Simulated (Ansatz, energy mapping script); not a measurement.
# MnS: energy mapping under PBE+U (4 eV), part 3 of 3

Aim: the exchange couplings of MnS from the energies of a few collinear orders, and the ordering temperature that they give.

PBE with U = 4 eV on Mn d, ortho-atomic projectors; plane waves, U on orthogonalised atomic orbitals unless named otherwise, collinear spin, no spin–orbit coupling.

So far. Step 10 (Order 6: uncompensated ++−, cell C of 6 atoms): The run ends ferrimagnetic, 46.22 meV a magnetic atom below the parallel order of its cell. Step 11 (Run 7 (parallel; cell D, 6 atoms)): The run ends ferromagnetic. For each magnetic atom its energy differs from the parallel run of the first cell by 0.00 meV, an error that one common reference would have brought in.

The database entry behind the starting cell differs from later determinations by our own check (an axis about 0.2 % short against later determinations), so it need not match the best structure at ambient conditions.

## Step 12: Run 8 (uncompensated ++−; cell D, 6 atoms)

This order reverses 6.67 of the 12 neighbours at 3.68 Å, 2.67 of the 6 neighbours at 5.21 Å and 8 of the 24 neighbours at 6.38 Å, counted for an average magnetic atom.

Input file input.yaml:

```yaml
crystal:
  lattice:
    - [0.0, -2.6045, -2.6045]
    - [-5.209, 0.0, 0.0]
    - [2.6045, 5.209, -2.6045]
  atoms:
    - { symbol: Mn, position: [0.666666667, 0.666666667, 0.333333333], spin: 4.5 }
    - { symbol: Mn, position: [0.333333333, 0.333333333, 0.666666667], spin: 4.5 }
    - { symbol: Mn, position: [0.0, 0.0, 0.0], spin: -4.5 }
    - { symbol: S, position: [0.666666667, 0.166666667, 0.333333333] }
    - { symbol: S, position: [0.333333333, 0.833333333, 0.666666667] }
    - { symbol: S, position: [0.0, 0.5, 0.0] }
magnetization:
  spin_polarized: true
kpoints:
  mp_grid: { grid: [7, 7, 7] }
hamiltonian:
  xc: pbe
  hubbard:
    sites:
      - { species: Mn, l: d, u_eff: 4.0 }
      - { site: 0, l: d, u_eff: 4.0, starting_ns: [{ spin: up, occupation_matrix: mn1_major }, { spin: down, occupation_matrix: mn1_minor }] }
      - { site: 1, l: d, u_eff: 4.0, starting_ns: [{ spin: up, occupation_matrix: mn1_major }, { spin: down, occupation_matrix: mn1_minor }] }
      - { site: 2, l: d, u_eff: 4.0, starting_ns: [{ spin: up, occupation_matrix: mn1_minor }, { spin: down, occupation_matrix: mn1_major }] }
    projectors: ortho-atomic
    occupation_matrices:
      mn1_major:
        matrix:
          - [0.992, 0.0, 0.0, 0.0, 0.0]
          - [0.0, 0.998, 0.0, 0.0, 0.0]
          - [0.0, 0.0, 0.998, 0.0, 0.0]
          - [0.0, 0.0, 0.0, 0.992, 0.0]
          - [0.0, 0.0, 0.0, 0.0, 0.998]
      mn1_minor:
        matrix:
          - [0.11, 0.0, 0.0, 0.0, 0.0]
          - [0.0, 0.025, 0.0, 0.0, 0.0]
          - [0.0, 0.0, 0.025, 0.0, 0.0]
          - [0.0, 0.0, 0.0, 0.11, 0.0]
          - [0.0, 0.0, 0.0, 0.0, 0.025]
scf:
  occupations: { method: fermi_dirac, width: 0.05 }
output:
  eigenvalues: true
```

Command:

```console
ansatz run input.yaml --threads 4 --pin off --max-ram 8192MiB --backend cpu --events-out ev --progress --plain --runs-dir out
```

Numbers of over 12 decimals in the logs are rounded to 6 here.

What it wrote:

```text
[...]
Crystal: 6 atoms, lattice volume = 106.005 Å³
Basis set: ecut = 420 eV, 2085 PW (Γ)
Bands: 46, of which v1, the nominal top of the filled ones, is band 32 counted from 1 (31 counted from 0)
Symmetry: 8 space group operations
[...]
k-points: 64 of 343
[...]
Starting moments: Σ|m| = 13.5 μB on 3 of 6 sites
[...]
k-point 1 ↑: bands = [... 28 lower, 6.8296, 7.5569, 8.3589, 8.6863, 8.8236, 9.1558, 12.2637, 12.6097, ... 10 higher]
  k-point 2 ↑: bands = [... 28 lower, 7.2663, 7.2898, 7.6293, 8.5194, 8.6803, 9.5782, 12.1192, 12.4964, ... 10 higher]
  k-point 63 ↓: bands = [... 28 lower, 9.1675, 12.7150, 12.7546, 13.0181, 13.2278, 13.2439, 13.2825, 13.3770, ... 10 higher]
Occupation matrices written to <dir>
[key lines of the parts left out:]
SCF converged after 13 iterations
Magnetization: 5.0000 μB (34.0000 up, 29.0000 down)
Free energy (F): -14403.310192 eV
Fermi energy:    10.782429 eV
```

It took 13 s on 4 threads of Arm Neoverse V1, shared host; peak memory 0.81 GiB; 52 s of CPU time.

The run ends ferrimagnetic, 41.29 meV a magnetic atom below the parallel order of its cell.

## Step 13: Parallel start in cell E (6 atoms)

A new cell needs its own zero of energy.

This run holds the same structure in another cell (b 5.209 → 3.683 Å, c 6.380 → 8.236 Å, α 114.1 → 102.9°, β 106.8 → 102.9°).

Input file input.yaml:

```yaml
crystal:
  lattice:
    - [0.0, 2.6045, 2.6045]
    - [0.0, 2.6045, -2.6045]
    - [-7.8135, -2.6045, 0.0]
  atoms:
    - { symbol: Mn, position: [0.0, 0.0, 0.0], spin: 4.5 }
    - { symbol: Mn, position: [0.333333333, 0.333333333, 0.666666667], spin: 4.5 }
    - { symbol: Mn, position: [0.666666667, 0.666666667, 0.333333333], spin: 4.5 }
    - { symbol: S, position: [0.833333333, 0.833333333, 0.666666667] }
    - { symbol: S, position: [0.166666667, 0.166666667, 0.333333333] }
    - { symbol: S, position: [0.5, 0.5, 0.0] }
magnetization:
  spin_polarized: true
kpoints:
  mp_grid: { grid: [7, 7, 7] }
hamiltonian:
  xc: pbe
  hubbard:
    sites:
      - { species: Mn, l: d, u_eff: 4.0 }
      - { site: 0, l: d, u_eff: 4.0, starting_ns: [{ spin: up, occupation_matrix: mn1_major }, { spin: down, occupation_matrix: mn1_minor }] }
      - { site: 1, l: d, u_eff: 4.0, starting_ns: [{ spin: up, occupation_matrix: mn1_major }, { spin: down, occupation_matrix: mn1_minor }] }
      - { site: 2, l: d, u_eff: 4.0, starting_ns: [{ spin: up, occupation_matrix: mn1_major }, { spin: down, occupation_matrix: mn1_minor }] }
    projectors: ortho-atomic
    occupation_matrices:
      mn1_major:
        matrix:
          - [0.992, 0.0, 0.0, 0.0, 0.0]
          - [0.0, 0.998, 0.0, 0.0, 0.0]
          - [0.0, 0.0, 0.998, 0.0, 0.0]
          - [0.0, 0.0, 0.0, 0.992, 0.0]
          - [0.0, 0.0, 0.0, 0.0, 0.998]
      mn1_minor:
        matrix:
          - [0.11, 0.0, 0.0, 0.0, 0.0]
          - [0.0, 0.025, 0.0, 0.0, 0.0]
          - [0.0, 0.0, 0.025, 0.0, 0.0]
          - [0.0, 0.0, 0.0, 0.11, 0.0]
          - [0.0, 0.0, 0.0, 0.0, 0.025]
scf:
  occupations: { method: fermi_dirac, width: 0.05 }
output:
  eigenvalues: true
```

What it wrote:

```text
[...]
Crystal: 6 atoms, lattice volume = 106.005 Å³
Basis set: ecut = 420 eV, 2087 PW (Γ)
Bands: 46, of which v1, the nominal top of the filled ones, is band 32 counted from 1 (31 counted from 0)
Symmetry: 48 space group operations
[...]
k-points: 40 of 343
[...]
Starting moments: Σ|m| = 13.5 μB on 3 of 6 sites
[...]
k-point 0 ↑: bands = [... 28 lower, 4.8854, 4.8854, 7.2496, 7.2496, 7.6254, 7.6254, 7.6254, 7.6254, ... 10 higher]
  k-point 1 ↑: bands = [... 28 lower, 4.9955, 4.9955, 6.8589, 7.3728, 7.3728, 7.5397, 7.8894, 7.8894, ... 10 higher]
  k-point 2 ↑: bands = [... 28 lower, 5.0971, 5.0971, 6.4043, 7.1665, 7.1665, 7.7538, 8.1369, 8.1369, ... 10 higher]
  k-point 39 ↓: bands = [... 28 lower, 12.8097, 12.8542, 12.8542, 13.1837, 13.1837, 13.4170, 13.4170, 13.5225, ... 10 higher]
Occupation matrices written to <dir>
[key lines of the parts left out:]
SCF converged after 12 iterations
Magnetization: 15.0000 μB (39.0000 up, 24.0000 down)
Free energy (F): -14403.185669 eV
Fermi energy:    10.676313 eV
```

It took 7.4 s on 4 threads; peak memory 0.64 GiB; 28 s of CPU time.

The run ends ferromagnetic. For each magnetic atom its energy differs from the parallel run of the first cell by 0.22 meV, an error that one common reference would have brought in.

## Step 14: Uncompensated ++− start in cell E (6 atoms)

This order reverses 5.33 of the 12 neighbours at 3.68 Å, 1.33 of the 6 neighbours at 5.21 Å and 16 of the 24 neighbours at 6.38 Å, counted for an average magnetic atom.

Edit input.yaml of step 13 so:

```diff
@@ -8,3 +8,3 @@
     - { symbol: Mn, position: [0.333333333, 0.333333333, 0.666666667], spin: 4.5 }
-    - { symbol: Mn, position: [0.666666667, 0.666666667, 0.333333333], spin: 4.5 }
+    - { symbol: Mn, position: [0.666666667, 0.666666667, 0.333333333], spin: -4.5 }
     - { symbol: S, position: [0.833333333, 0.833333333, 0.666666667] }
@@ -23,3 +23,3 @@
       - { site: 1, l: d, u_eff: 4.0, starting_ns: [{ spin: up, occupation_matrix: mn1_major }, { spin: down, occupation_matrix: mn1_minor }] }
-      - { site: 2, l: d, u_eff: 4.0, starting_ns: [{ spin: up, occupation_matrix: mn1_major }, { spin: down, occupation_matrix: mn1_minor }] }
+      - { site: 2, l: d, u_eff: 4.0, starting_ns: [{ spin: up, occupation_matrix: mn1_minor }, { spin: down, occupation_matrix: mn1_major }] }
     projectors: ortho-atomic
```

What it wrote:

```text
[...]
Crystal: 6 atoms, lattice volume = 106.005 Å³
Basis set: ecut = 420 eV, 2087 PW (Γ)
Bands: 46, of which v1, the nominal top of the filled ones, is band 32 counted from 1 (31 counted from 0)
Symmetry: 16 space group operations
[...]
k-points: 40 of 343
[...]
Starting moments: Σ|m| = 13.5 μB on 3 of 6 sites
[...]
k-point 1 ↑: bands = [... 28 lower, 7.3675, 7.8679, 7.8679, 8.6301, 8.7239, 8.7239, 11.6458, 11.9700, ... 10 higher]
  k-point 2 ↑: bands = [... 28 lower, 7.4837, 8.0656, 8.0656, 8.3560, 8.6487, 8.6487, 11.6026, 11.6460, ... 10 higher]
  k-point 39 ↓: bands = [... 28 lower, 7.7246, 11.8139, 11.8480, 12.3493, 12.6627, 12.6848, 13.1224, 13.1768, ... 10 higher]
Occupation matrices written to <dir>
[key lines of the parts left out:]
SCF converged after 12 iterations
Magnetization: 5.0000 μB (34.0000 up, 29.0000 down)
Free energy (F): -14403.272667 eV
Fermi energy:    10.746852 eV
```

It took 7.6 s on 4 threads; peak memory 0.65 GiB; 29 s of CPU time.

The run ends ferrimagnetic, 29.00 meV a magnetic atom below the parallel order of its cell.

## Step 15: The fit

Each energy difference is a sum of couplings weighted by the pairs that the order reverses. A few near shells are fitted to the differences by least squares. Energies are those extrapolated to zero occupation width, not the free energies F.

The orders that converged (zero: parallel moments in the same cell):

```tsv
order	atoms	energy (meV a magnetic atom)	moments (μB)	moments kept as typed	opposed neighbours at 3.68, 5.21, 6.38 Å
parallel in cell A	4	0.00	4.50	yes	0, 0, 0
compensated +− in cell A	4	-59.70	4.42	yes	6, 6, 12
parallel in cell B	4	0.00	4.50	yes	0, 0, 0
compensated +− in cell B	4	-21.53	4.48	yes	8, 0, 16
parallel in cell C	6	0.00	4.50	yes	0, 0, 0
uncompensated ++− in cell C	6	-46.22	4.41 to 4.46	yes	4, 4, 12
parallel in cell D	6	0.00	4.50	yes	0, 0, 0
uncompensated ++− in cell D	6	-41.29	4.42 to 4.46	yes	6.67, 2.67, 8
parallel in cell E	6	0.00	4.50	yes	0, 0, 0
uncompensated ++− in cell E	6	-29.00	4.45 to 4.48	yes	5.33, 1.33, 16
```

Fitted to E = −Σ J e·e over ordered pairs of unit vectors (J > 0 favours parallel moments):

```tsv
pair	distance (Å)	neighbours	J (meV)
Mn–Mn	3.68	12	-1.01
Mn–Mn	5.21	6	-3.72
Mn–Mn	6.38	24	-0.154
Mn–Mn	7.37	12	-0.419
```

Adding the shell at 8.24 Å gives -0.86, -3.6, -0.13, -0.45 and -0.11 meV and a mean-field temperature of 127 K, an exact solve that tests nothing.

In mean field these couplings order at 134 K, at q = (0.50, 0.50, 0.50) in fractions of the conventional cell's reciprocal vectors, and give a Curie–Weiss temperature of -333 K.

## Step 16: Finite temperature

Mean field ignores fluctuations and overstates the ordering temperature, so the model is also sampled. The heat capacity peaks where order sets in.

Classical unit spins with these couplings on 8×8×4 copies of a cell that holds the lowest order (512 spins), heat-bath sweeps, cooled from random directions, 831 sweeps to settle and 2493 measured at each temperature, averaged over 4 runs.

```tsv
T (K)	order along the lowest pattern	net moment	heat capacity (k_B a spin)
16.1	0.49	0.01	1.06
27.5	0.43	0.01	1.08
44.6	0.42	0.01	1.20
56.0	0.34	0.01	1.24
67.3	0.30	0.01	1.48
78.7	0.26	0.02	1.83
84.4	0.22	0.02	1.85
95.8	0.16	0.02	1.15
107	0.12	0.02	0.71
119	0.10	0.02	0.48
136	0.08	0.02	0.36
147	0.07	0.02	0.28
```

The smoothed heat capacity peaks at 80.1 K. The order column follows one pattern alone; equivalent domains or another pattern share the rest.

## Step 17: Summary of results

* lowest order tried: compensated +− in cell A
* largest fitted value, Mn–Mn at 5.21 Å: -3.72 meV
* ordering temperature, mean field: 134 K
* heat-capacity peak, Monte Carlo: 80.1 K

In words: Of the orders tried, MnS prefers the order “compensated +− in cell A” under PBE+U (4 eV), with 6 of 12 neighbours at 3.68 Å, 6 of 6 neighbours at 5.21 Å and 12 of 24 neighbours at 6.38 Å opposed, and the heat capacity of the fitted model peaks near 80 K (Monte Carlo, classical spins). The largest fitted coupling is the Mn–Mn pair at 5.21 Å, antiferromagnetic at -3.7 meV, across a ligand at about 180°. The straight metal–ligand–metal path outweighs the right-angled one, the pattern expected of superexchange through one ligand p orbital, which these runs do not test. The orders also reverse pairs at 8.24 Å, which are not fitted, so the fitted values hold their part too. With 5 differences for 4 couplings the fit misses by 1.4 meV at most, a small part of the spread. In the fitted orders moments change by up to 2.1 % against the parallel run of the same cell, so their size stays put. Monte Carlo puts the peak at 0.60 of the mean-field temperature, since mean field leaves out fluctuations. In tests on simple cubic and body-centred models such peaks lay 5 to 6 % under the bulk value. On cooling, the order along the one computed pattern stays at or under 0.49: the model settles in an equivalent domain, a degenerate mixture or another order. The Curie–Weiss temperature is 4.2 times the peak temperature in size, a mark of frustration. The parallel order holds 5 μB a magnetic atom, spin 2.5; the common factor (S+1)/S would raise the classical 80.1 K to 112 K, a correction that often overshoots. The classical value and the one scaled by (S+1)/S differ by a factor of 1.4, so closeness of either to the measured temperature is partly a matter of convention.

Computed beside measured:

| quantity | measured | PBE+U (4 eV), Monte Carlo | PBE+U (4 eV), Monte Carlo × (S+1)/S |
| --- | --- | --- | --- |
| ordering temperature (spin model) (K) | 150 | 80 (-46.6 %) | 112 (-25.2 %) |

Measured values from arxiv:1108.4537 (2011).

How well it matches: The ordering temperature is off by -46.6 % at PBE+U (4 eV), Monte Carlo: a clear miss. Of the levels listed, nearest comes PBE+U (4 eV), Monte Carlo × (S+1)/S (-25.2 %). A U picked for its result is no test. No cell relaxation is part of this session.

[Logs and program files are shortened in this print: banners, set-up blocks, solver, clock and traceback lines can be left out without a mark of their own.]

[Logs are printed without paths, hosts, clocks, repeated set-up lines and the standing remarks that a program may print on its own settings, such as how far it seeks lower states.]

[Hosts, paths, dates, database ids (printed as entryN), source tags and the programs' standing remarks are cut or masked in the printed files.]

[Where a cell is said to come from a database of computed structures, the database is the Materials Project.]
